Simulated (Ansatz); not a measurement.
# Bands, cutoff and cost in G0W0 for CaTiN2 (Pmmn), part 2 of 2

Aim: see how the G0W0 gap of CaTiN2 (Pmmn) on r2SCAN moves with empty bands and screening cutoff, and what each rung costs.

Ansatz 0.2.0; G0W0 on r2SCAN, plane waves, PAW. Known limits of the many-body steps: not at the basis limit; coarse k mesh.

So far. Step 4 (688 empty bands, screening to 200 eV): Against the run with 4×4×2 mesh, 320 empty bands, screening to 120 eV, the gap moves by +0.11 eV.

## (5) Changing the frequency model: 4×4×2 mesh, 320 empty bands, screening to 120 eV, plasmon pole

A plasmon pole stands in for the full frequency dependence of the screening; this run shows what that costs in accuracy. Bands and cutoff differ from the step before, so it is read against an earlier run that matches them.

Contents of input.yaml:

```yaml
crystal:
  lattice:
    - [3.6131, 0.0, 0.0]
    - [0.0, 3.9365, 0.0]
    - [0.0, 0.0, 7.5421]
  atoms:
    - { symbol: Ca, position: [0.0, 0.5, 0.8496394539] }
    - { symbol: Ca, position: [0.5, 0.0, 0.1503605461] }
    - { symbol: Ti, position: [0.0, 0.5, 0.407547735] }
    - { symbol: Ti, position: [0.5, 0.0, 0.592452265] }
    - { symbol: "N", position: [0.5, 0.5, 0.5283250645] }
    - { symbol: "N", position: [0.0, 0.0, 0.4716749355] }
    - { symbol: "N", position: [0.0, 0.5, 0.1641950872] }
    - { symbol: "N", position: [0.5, 0.0, 0.8358049128] }
kpoints:
  mp_grid: { grid: [4, 4, 2] }
hamiltonian:
  xc: r2scan
scf:
  occupations: { method: fixed }
gw:
  n_empty_bands: 320
  ecut_chi: 120
  qp_bands: [v2, c2]
  qp_kpoints: band_edges
  screening: { model: godby_needs }
```

On the command line:

```console
ansatz run input.yaml --threads 3 --pin off --max-ram 64512MiB --backend cuda --events-out ev --progress --plain --runs-dir out --devices 1 --max-vram 24GiB  # rebuilt from the run's record
```

Numbers of over 12 decimals in the logs are rounded to 6 here.

The program printed:

```text
GPUs: using 1 of 1 available (devices: 1).
[...]
GPU FFT provider: cuFFT
GPU libraries: cuBLAS 13.8.2, cuFFT 12.4.0, cuSOLVER 12.3.4
Crystal: 8 atoms, lattice volume = 107.271 Å³
Basis set: ecut = 500 eV, 2729 PW (Γ), exchange–correlation on 108×120×240 points (64 copies of the dense FFT grid, shifted against one another)
Bands: 40, of which v1, the nominal top of the filled ones, is band 32 counted from 1 (31 counted from 0)
[...]
1    34     12.8994   -10.5955    -5.2873   -16.7915  0.7934    13.8144    13.8080  root
[...]
17    31      8.8923   -18.8546     2.7113   -16.0304  0.7811     8.7793     8.7794  root
    17    32      8.8923   -18.8546     2.7113   -16.0304  0.7811     8.7793     8.7794  root
    17    33     12.5777   -12.0825    -5.6042   -18.4692  0.7797    13.3647    13.3601  root
    17    34     12.5777   -12.0825    -5.6042   -18.4692  0.7797    13.3647    13.3601  root
[key lines of the parts left out:]
SCF converged after 8 iterations
Free energy (F): -10204.471905 eV
Fermi energy:    9.816229 eV
```

Wall time 12 s (1 × NVIDIA H100 80GB HBM3 (shared by 3 runs) with 3 threads of AMD EPYC 7R13 (Zen 3), shared host); peak memory 1.9 GiB.

This step gave:

* bands summed: 352
* plasmon-pole fit frequency: 28.68 eV
* RPA ε∞ on this mesh (eigenvalues): 6.671, 9.242, 10.57
* plane waves in the screening matrix: 325
* G0W0 gap on the mesh: 1.768 eV
* k of the valence top: 0, 0, 0
* k of the conduction bottom: 0, 0, 0
* starting gap on the mesh: 1.070 eV
* least direct G0W0 gap on the computed points: 1.768 eV

Against the run with 4×4×2 mesh, 320 empty bands, screening to 120 eV, the gap moves by −0.02 eV.

## (6) Changing the files: 4×4×2 mesh, 320 empty bands, screening to 120 eV, hard PAW files

Other atomic data (hard PAW) test the pseudisation: the cutoff goes from 500 to 870 eV, with the same valence electrons.

Edit input.yaml of step 5 so:

```diff
@@ -18,2 +18,3 @@
   xc: r2scan
+  pseudopotentials: { kind: paw, source: ansatz }
 scf:
@@ -25,2 +26,2 @@
   qp_kpoints: band_edges
-  screening: { model: godby_needs }
+  screening: { model: contour_deformation }
```

The program printed:

```text
GPUs: using 1 of 1 available (devices: 1).
[...]
GPU FFT provider: cuFFT
GPU libraries: cuBLAS 13.8.2, cuFFT 12.4.0, cuSOLVER 12.3.4
Crystal: 8 atoms, lattice volume = 107.271 Å³
Basis set: ecut = 870 eV, 6255 PW (Γ), exchange–correlation on 144×160×300 points (64 copies of the dense FFT grid, shifted against one another)
Bands: 40, of which v1, the nominal top of the filled ones, is band 32 counted from 1 (31 counted from 0)
[...]
1    34     12.8744   -10.5946    -5.4173   -16.7915  0.7346    13.6961    13.6541  root
[...]
17    31      8.8682   -18.8469     2.6859   -16.0233  0.7258     8.7299     8.7305  root
    17    32      8.8682   -18.8469     2.6859   -16.0233  0.7258     8.7299     8.7305  root
    17    33     12.5513   -12.0765    -5.6948   -18.4618  0.7234    13.2704    13.2418  root
    17    34     12.5513   -12.0765    -5.6948   -18.4618  0.7234    13.2704    13.2418  root
[key lines of the parts left out:]
SCF converged after 11 iterations
Free energy (F): -10204.624483 eV
Fermi energy:    9.792650 eV
```

Wall time 12 s (1 × NVIDIA H100 80GB HBM3 (shared by 3 runs) with 3 threads); peak memory 2.4 GiB; 23 s of CPU time.

This step gave:

* bands summed: 352
* RPA ε∞ on this mesh (eigenvalues): 6.669, 9.265, 10.61
* plane waves in the screening matrix: 325
* G0W0 gap on the mesh: 1.789 eV
* k of the valence top: 0, 0, 0
* k of the conduction bottom: 0, 0, 0
* starting gap on the mesh: 1.066 eV
* least direct G0W0 gap on the computed points: 1.789 eV

Against the run with 4×4×2 mesh, 320 empty bands, screening to 120 eV, the gap moves by −0.0003 eV.

## (7) The runs together

Times are wall times on 1 × NVIDIA H100 80GB HBM3 (shared by 3 runs) with 3 threads of AMD EPYC 7R13 (Zen 3), shared host, good to a factor of about two.

```csv
mesh,files,frequency,bands summed,cutoff (eV),start (eV),G0W0 (eV),time,host memory (GiB)
4×4×2,default PAW,contour deformation,145,60,1.070,1.734,6.2 s,1.4
4×4×2,default PAW,contour deformation,352,120,1.070,1.789,16 s,1.8
4×4×2,default PAW,contour deformation,720,200,1.070,1.901,21 s,3.1
4×4×2,default PAW,plasmon pole,352,120,1.070,1.768,12 s,1.9
4×4×2,hard PAW,contour deformation,352,120,1.066,1.789,12 s,2.4
```

The parts of the quasiparticle energy at the two band edges (eV; QP = start + Σx + Σc − Vxc):

```csv
run,edge,start,Σx,Σc,Vxc,Z,QP
145 bands,valence top,9.70,-21.54,3.09,-19.07,0.74,10.32
145 bands,conduction bottom,10.89,-12.25,-5.69,-19.10,0.73,12.05
352 bands,valence top,9.70,-21.54,2.63,-19.07,0.73,9.85
352 bands,conduction bottom,10.89,-12.25,-6.09,-19.10,0.73,11.64
720 bands,valence top,9.70,-21.54,2.36,-19.07,0.73,9.59
720 bands,conduction bottom,10.89,-12.25,-6.25,-19.10,0.73,11.49
```

 Where G0W0 reorders the edges (145 bands, 352 bands and 720 bands), the two states listed lie further apart at the start than the starting gap.

## (8) Outcome

```json
{
  "145 bands, 60 eV": "1.734 eV",
  "352 bands, 120 eV": "1.789 eV",
  "720 bands, 200 eV": "1.901 eV",
  "estimated limit in bands and cutoff": "2.01 eV",
  "mesh and start": "4×4×2, r2SCAN"
}
```

In words: A line in one over the bands through the two highest rungs gives 2.01 eV, +0.11 eV from the top rung; the pair below gives 1.83 eV, so the estimate is still climbing. The rungs stand 0.27 eV (145 bands), 0.22 eV (352 bands) and 0.11 eV (720 bands) from it. From 145 to 720 bands the gap moves by +0.17 eV while the time grows 3.5-fold. Σc changes by −0.73 eV at the valence top and −0.56 eV at the conduction bottom, so the levels themselves move more than the gap between them. The plasmon-pole model gives −0.02 eV against contour deformation, 3 % of the correction. Hard PAW files move the gap by −0.0003 eV at equal bands and cutoff, −0.003 eV of it in the start. The 4×4×2 mesh is coarse for this cell (its supercell is 14 Å along the shortest edge). The RPA ε∞ on it, from the r2SCAN start, is 6.65, 9.23 and 10.55; such meshes misread the long-range screening, most where the gap is narrow.

[Paths, hosts, dates, memory and timing lines, banners, echoed tables and standing remarks are left out of the program output.]

[Logs are printed without paths, hosts, clocks, repeated set-up lines and the standing remarks that a program may print on its own settings, such as how far it seeks lower states.]

[Runs of the session that timed out or met a known fault of the program may be left out.]

[Cells called generated may have been cut or substituted from an entry of the Crystallography Open Database or the Materials Project.]

[Hosts, paths, dates, database ids (printed as entryN), source tags and the programs' standing remarks are cut or masked in the printed files.]
